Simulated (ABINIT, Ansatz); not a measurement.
**A GW chain in ABINIT: ScHO2 (R-3m)**

How does a plane-wave GW calculation on ScHO2 (R-3m) run from the first input to the gap?

Method: PBEsol and many-body steps on it, plane waves, in ABINIT 10.8.3.

Most raw output is cut from this account.

**1. Set-up**

Symmetry: R-3m, No. 166, trigonal system. The conventional cell has a = 3.233 Å, b = 3.233 Å, c = 13.593 Å, α = 90.00°, β = 90.00°, γ = 120.00°. Nearest to Sc lie 6 O at 2.14 Å. Nearest to H lie 2 O at 1.22 Å. O has 1 H at 1.22 Å and 3 Sc at 2.14 Å nearest. Farther neighbours and most contacts between anions are not listed.

The cell and positions are those that the Materials Project relaxed with its own functionals (PBE, PBE+U or r2SCAN), kept fixed.

**2. Ground state**

This step: ABINIT 10.8.3; DFT, PBEsol, plane waves, norm-conserving pseudopotentials.

The ground-state density comes first.

run.abi

```
acell 3*1.0 Angstrom
rprim 
  1.616589043500 0.933338119408 4.530924155205
  -1.616589043500 0.933338119408 4.530924155205
  0.000000000000 -1.866676238893 4.530924155189
ntypat 3
znucl 21 1 8
natom 4
typat 1 2 3 3
xred 
  0.000000000000 0.000000000000 0.000000000000
  0.500000000000 0.500000000000 0.500000000000
  0.589701000000 0.589701000000 0.589701000000
  0.410299000000 0.410299000000 0.410299000000
pp_dirpath "pseudos"
pseudos "Sc.upf, H.upf, O.upf"
ecut 36
ngkpt 8 8 8
nshiftk 1
shiftk 0 0 0
kptopt 1
chksymbreak 0
nband 18
occopt 1
tolvrs 1e-10
nstep 60
prtwf 0
optforces 0
optstress 0
indata_prefix "in"
outdata_prefix "out"
tmpdata_prefix "tmp"
```

Command:

```console
$ OMP_NUM_THREADS=1 mpirun -n 4 abinit run.abi > log
```

Elapsed: 97 s, on 4 MPI ranks of Arm Neoverse N1, shared host; peak memory 0.44 GiB.

Numbers from this step:

```
total energy               : -2233.9812 eV
gap                        : 3.958 eV
k of the valence top       : -0.125, 0.125, 0
k of the conduction bottom : 0.5, 0.5, 0
least direct gap           : 4.372 eV
```

The gap is indirect, with the least direct gap 0.41 eV higher.

**3. Bands along the symmetry lines**

Levels along a band path, at the cheap level, show where the edges lie and whether the meshes to come will hold them.

run.abi

```
acell 3*1.0 Angstrom
rprim 
  1.616589043500 0.933338119408 4.530924155205
  -1.616589043500 0.933338119408 4.530924155205
  0.000000000000 -1.866676238893 4.530924155189
ntypat 3
znucl 21 1 8
natom 4
typat 1 2 3 3
xred 
  0.000000000000 0.000000000000 0.000000000000
  0.500000000000 0.500000000000 0.500000000000
  0.589701000000 0.589701000000 0.589701000000
  0.410299000000 0.410299000000 0.410299000000
pp_dirpath "pseudos"
pseudos "Sc.upf, H.upf, O.upf"
ecut 36
iscf -2
irdden 1
kptopt 0
nkpt 59
kpt 
  0.00000000 0.00000000 0.00000000
  0.06250000 0.06250000 0.06250000
  0.12500000 0.12500000 0.12500000
  0.18750000 0.18750000 0.18750000
  0.25000000 0.25000000 0.25000000
  0.31250000 0.31250000 0.31250000
  0.37500000 0.37500000 0.37500000
  0.43750000 0.43750000 0.43750000
  0.50000000 0.50000000 0.50000000
  0.53813058 0.46186942 0.50000000
  0.57626115 0.42373885 0.50000000
  0.61439173 0.38560827 0.50000000
  0.65252231 0.34747769 0.50000000
  0.69065289 0.30934711 0.50000000
  0.72878347 0.27121653 0.50000000
  0.76691404 0.23308596 0.50000000
  0.80504462 0.19495538 0.50000000
  0.50000000 -0.19495538 0.19495538
  0.50000000 -0.17058596 0.17058596
  0.50000000 -0.14621654 0.14621654
  0.50000000 -0.12184711 0.12184711
  0.50000000 -0.09747769 0.09747769
  0.50000000 -0.07310827 0.07310827
  0.50000000 -0.04873885 0.04873885
  0.50000000 -0.02436942 0.02436942
  0.50000000 0.00000000 0.00000000
  0.43750000 0.00000000 0.00000000
  0.37500000 0.00000000 0.00000000
  0.31250000 0.00000000 0.00000000
  0.25000000 0.00000000 0.00000000
  0.18750000 0.00000000 0.00000000
  0.12500000 0.00000000 0.00000000
  0.06250000 0.00000000 0.00000000
  0.00000000 0.00000000 0.00000000
  0.04343471 -0.04343471 0.00000000
  0.08686942 -0.08686942 0.00000000
  0.13030413 -0.13030413 0.00000000
  0.17373885 -0.17373885 0.00000000
  0.21717356 -0.21717356 0.00000000
  0.26060827 -0.26060827 0.00000000
  0.30404298 -0.30404298 0.00000000
  0.34747769 -0.34747769 0.00000000
  0.65252231 0.00000000 0.34747769
  0.63345702 0.00000000 0.36654298
  0.61439173 0.00000000 0.38560827
  0.59532644 0.00000000 0.40467356
  0.57626116 0.00000000 0.42373885
  0.55719587 0.00000000 0.44280413
  0.53813058 0.00000000 0.46186942
  0.51906529 0.00000000 0.48093471
  0.50000000 0.00000000 0.50000000
  0.43750000 0.00000000 0.43750000
  0.37500000 0.00000000 0.37500000
  0.31250000 0.00000000 0.31250000
  0.25000000 0.00000000 0.25000000
  0.18750000 0.00000000 0.18750000
  0.12500000 0.00000000 0.12500000
  0.06250000 0.00000000 0.06250000
  0.00000000 0.00000000 0.00000000
istwfk *1
nband 19
nbdbuf 2
tolwfr 1e-08
nstep 40
prtwf 0
prtvol 0
indata_prefix "in"
outdata_prefix "out"
tmpdata_prefix "tmp"
```

Wall time 38 s (4 MPI ranks); peak memory 0.32 GiB; 2.5 min of CPU time.

This step gave:

```
gap                        : 3.960 eV
k of the valence top       : 0.1303, -0.1303, 0
k of the conduction bottom : 0.5, 0, 0.5
least direct gap           : 4.632 eV
```

The gap is 3.960 eV, +0.001 eV from the run before at this level.

The electronic bands at the labelled points (eV, zero at the top of the highest filled band):

| point | band 9 | band 10 | band 11 | band 12 | band 13 | band 14 | band 15 | band 16 |
| --- | --- | --- | --- | --- | --- | --- | --- | --- |
| Γ | -2.24 | -0.56 | -0.56 | -0.16 | 4.62 | 4.79 | 4.79 | 6.02 |
| halfway | -2.39 | -1.24 | -0.33 | -0.33 | 4.80 | 4.80 | 5.01 | 6.81 |
| T | -2.51 | -2.51 | -0.12 | -0.12 | 4.82 | 4.82 | 5.62 | 7.10 |
| halfway | -2.22 | -2.00 | -1.07 | -0.75 | 4.72 | 5.11 | 5.74 | 6.49 |
| H2 | -2.45 | -2.23 | -1.06 | -0.98 | 4.87 | 5.13 | 5.69 | 7.40 |
| jump to H0 | -2.45 | -2.23 | -1.06 | -0.98 | 4.87 | 5.13 | 5.69 | 7.40 |
| halfway | -2.38 | -1.48 | -1.10 | -0.99 | 4.66 | 5.47 | 5.58 | 7.35 |
| L | -2.06 | -1.27 | -1.27 | -0.80 | 4.32 | 5.54 | 5.93 | 7.61 |
| halfway | -2.02 | -1.96 | -0.87 | -0.16 | 4.49 | 5.15 | 5.45 | 7.32 |
| Γ | -2.24 | -0.56 | -0.56 | -0.16 | 4.62 | 4.79 | 4.79 | 6.02 |
| halfway | -2.32 | -1.68 | -1.36 | -0.07 | 4.61 | 4.97 | 5.72 | 7.11 |
| S0 | -2.56 | -2.07 | -1.08 | -0.96 | 4.84 | 5.22 | 5.63 | 7.37 |
| jump to S2 | -2.56 | -2.07 | -1.08 | -0.96 | 4.84 | 5.22 | 5.63 | 7.37 |
| halfway | -2.43 | -1.74 | -1.40 | -0.80 | 4.30 | 5.48 | 5.84 | 7.26 |
| F | -2.47 | -1.65 | -1.28 | -0.73 | 3.96 | 5.64 | 5.95 | 7.15 |
| halfway | -1.92 | -1.80 | -0.98 | -0.35 | 4.28 | 5.40 | 5.45 | 6.57 |
| Γ | -2.24 | -0.56 | -0.56 | -0.16 | 4.62 | 4.79 | 4.79 | 6.02 |

**4. Empty states on the mesh, 4×4×4 mesh, 142 bands**

The sums over transitions need many empty states on a uniform mesh; this step solves for them.

run.abi

```
acell 3*1.0 Angstrom
rprim 
  1.616589043500 0.933338119408 4.530924155205
  -1.616589043500 0.933338119408 4.530924155205
  0.000000000000 -1.866676238893 4.530924155189
ntypat 3
znucl 21 1 8
natom 4
typat 1 2 3 3
xred 
  0.000000000000 0.000000000000 0.000000000000
  0.500000000000 0.500000000000 0.500000000000
  0.589701000000 0.589701000000 0.589701000000
  0.410299000000 0.410299000000 0.410299000000
pp_dirpath "pseudos"
pseudos "Sc.upf, H.upf, O.upf"
ecut 36
ngkpt 4 4 4
nshiftk 1
shiftk 0 0 0
kptopt 1
chksymbreak 0
irdden 1
istwfk *1
nband 142
prtvol 0
optdriver 6
gwr_task "HDIAGO"
paral_kgb 0
occopt 1
indata_prefix "in"
outdata_prefix "out"
tmpdata_prefix "tmp"
```

Wall time 2.2 min (4 MPI ranks); peak memory 2 GiB.

This step gave:

* gap: 4.075 eV
* k of the valence top: 0.5, 0.5, 0.5
* k of the conduction bottom: 0.5, 0.5, 0
* least direct gap: 4.632 eV
* k points computed: 13
* lowest point of the top converged band, above the valence top: 109.4652 eV

On this mesh the gap is 4.075 eV. The earlier step found 3.958 eV, so this mesh misses an edge.

**5. Screening, 4×4×4 mesh, 134 bands, screening to 217.7 eV**

The RPA dielectric matrix is built and inverted for each q.

This step: RPA screening on PBEsol, plane waves, norm-conserving pseudopotentials.

run.abi: that of step 4 with these lines changed.

```diff
@@ -22,10 +22,11 @@
 chksymbreak 0
-irdden 1
 istwfk *1
-nband 142
-prtvol 0
-optdriver 6
-gwr_task "HDIAGO"
-paral_kgb 0
 occopt 1
+irdwfk 1
+optdriver 3
+nband 134
+ecuteps 8
+inclvkb 2
+awtr 1
+symchi 1
 indata_prefix "in"
```

Elapsed: 6.3 min, on 4 MPI ranks; peak memory 2.6 GiB.

Numbers from this step:

```yaml
eps_infinity_with_local_fields_on_this_mesh_along_the_program_s_q_direction: 3.911
the_same_without_local_fields: 4.283
plasma_frequency: 28.40 eV
plane_waves_in_the_screening_matrix: 293
```

Local fields lower ε∞ by 9 %.

**6. Self-energy, 4×4×4 mesh, 134 bands, screening to 217.7 eV**

The self-energy is evaluated for the states that the input lists, and the levels follow from it, in one-shot runs by the linearised quasiparticle equation.

This step: G0W0 on PBEsol, plane waves, norm-conserving pseudopotentials.

run.abi: that of step 5 with these lines changed.

```diff
@@ -25,8 +25,21 @@
 irdwfk 1
-optdriver 3
+optdriver 4
 nband 134
+gwcalctyp 0
+ecutsigx 36
+symsigma 1
+nkptgw 4
+kptgw 
+  0.5000000000 0.5000000000 0.5000000000
+  0.5000000000 0.5000000000 0.0000000000
+  0.2500000000 0.2500000000 0.0000000000
+  0.0000000000 0.0000000000 0.0000000000
+bdgw 
+  11 14
+  11 14
+  11 14
+  10 15
 ecuteps 8
-inclvkb 2
-awtr 1
-symchi 1
+irdscr 1
+ppmodel 1
 indata_prefix "in"
```

It took 1.9 min on 4 MPI ranks; peak memory 2.5 GiB; 7.6 min of CPU time.

Numbers from this step:

| Item | Value |
| --- | --- |
| G0W0 gap on the mesh | 6.584 eV |
| starting gap on the mesh | 4.075 eV |
| k of the valence top | 0, 0, 0 |
| k of the conduction bottom | 0.5, 0.5, 0 |
| Z at the valence top | 0.79 |
| Z at the conduction bottom | 0.814 |
| least direct G0W0 gap on the computed points | 7.144 eV |

The gap on the mesh goes from 4.08 eV to 6.58 eV, a correction of +2.51 eV. The start differs from the 3.96 eV found before because the two sample other k points.

Limits: finite bands, cutoff and mesh. v1 is the top filled band, c1 the lowest empty one. Levels before and after the correction, in eV, zero at the valence-band top of each column:

|  | conduction bottom | valence top |
| --- | --- | --- |
| Kohn-Sham | 4.08 | 0.00 |
| G0W0 | 6.58 | 0.00 |

|  | level | energy (eV) |
| --- | --- | --- |
| Kohn-Sham | (0.5 0.5 0) v2 | -1.161 |
| Kohn-Sham | (0.5 0.5 0) v1 | -0.612 |
| Kohn-Sham | (0.5 0.5 0) c1 | 4.075 |
| Kohn-Sham | (0.5 0.5 0) c2 | 5.760 |
| Kohn-Sham | Γ v3-v2 | -0.447 |
| Kohn-Sham | Γ v1 | -0.045 |
| Kohn-Sham | Γ c1 | 4.737 |
| Kohn-Sham | Γ c2-c3 | 4.905 |
| G0W0 | (0.5 0.5 0) v2 | -1.417 |
| G0W0 | (0.5 0.5 0) v1 | -0.678 |
| G0W0 | (0.5 0.5 0) c1 | 6.584 |
| G0W0 | (0.5 0.5 0) c2 | 8.723 |
| G0W0 | Γ v3-v2 | -0.571 |
| G0W0 | Γ v1 | 0.000 |
| G0W0 | Γ c1 | 7.144 |
| G0W0 | Γ c2-c3 | 7.748 |

**7. Where the time went**

Times are wall times on 4 MPI ranks of Arm Neoverse N1, shared host, good to a factor of about two.

| step | time | share | memory (GiB) |
| --- | --- | --- | --- |
| ground state | 97 s | 13 % | 0.44 |
| bands along the symmetry lines | 38 s | 5 % | 0.32 |
| empty states on the mesh | 2.2 min | 17 % | 2.0 |
| screening | 6.3 min | 50 % | 2.6 |
| self-energy | 1.9 min | 15 % | 2.5 |

**8. What came out**

```json
{"PBEsol gap": "3.96 eV, indirect", "G0W0 gap on the mesh": "6.58 eV", "G0W0 gap over the zone (rigid shift)": "6.47 eV", "GW settings": "4×4×4 mesh, 134 bands, screening to 217.7 eV, Godby-Needs plasmon pole", "known limits": "not at the basis limit"}
```

What this shows: G0W0 moves the gap on the mesh from 4.08 eV to 6.58 eV (+2.51 eV), with Z of 0.79 and 0.81 at the edges. The mesh misses the band edges by 0.12 eV in all; a rigid shift gives 6.47 eV for the zone. Local fields lower the RPA ε∞ on this mesh from 4.28 to 3.91. The dearest step here is «screening». Bands and cutoff are finite, so the gap is not at the basis limit. The miss can reach some tenths of an eV and take either sign; the mesh is an error of its own. A denser mesh or path gives a starting gap of 3.96 eV: the GW mesh misses a band edge, so its gaps are not the fundamental one.

[Paths, hosts, dates, memory and timing lines, banners, echoed tables and standing remarks are left out of the program output.]

[Logs are printed without paths, hosts, clocks, repeated set-up lines and the standing remarks that a program may print on its own settings, such as how far it seeks lower states.]

[Runs of the session that timed out or met a known fault of the program may be left out.]

[Hosts, paths, dates, database ids (printed as entryN), source tags and the programs' standing remarks are cut or masked in the printed files.]

[G0W0 gaps are taken among the corrected bands and points alone; a level outside them can change the order at an edge.]

[Where Ansatz stands beside ABINIT at settings called matched, ABINIT's density can come from a denser mesh and the files from another edition; pairs whose starting gaps differed by over 0.03 eV were left out, so agreement reads better than it is.]
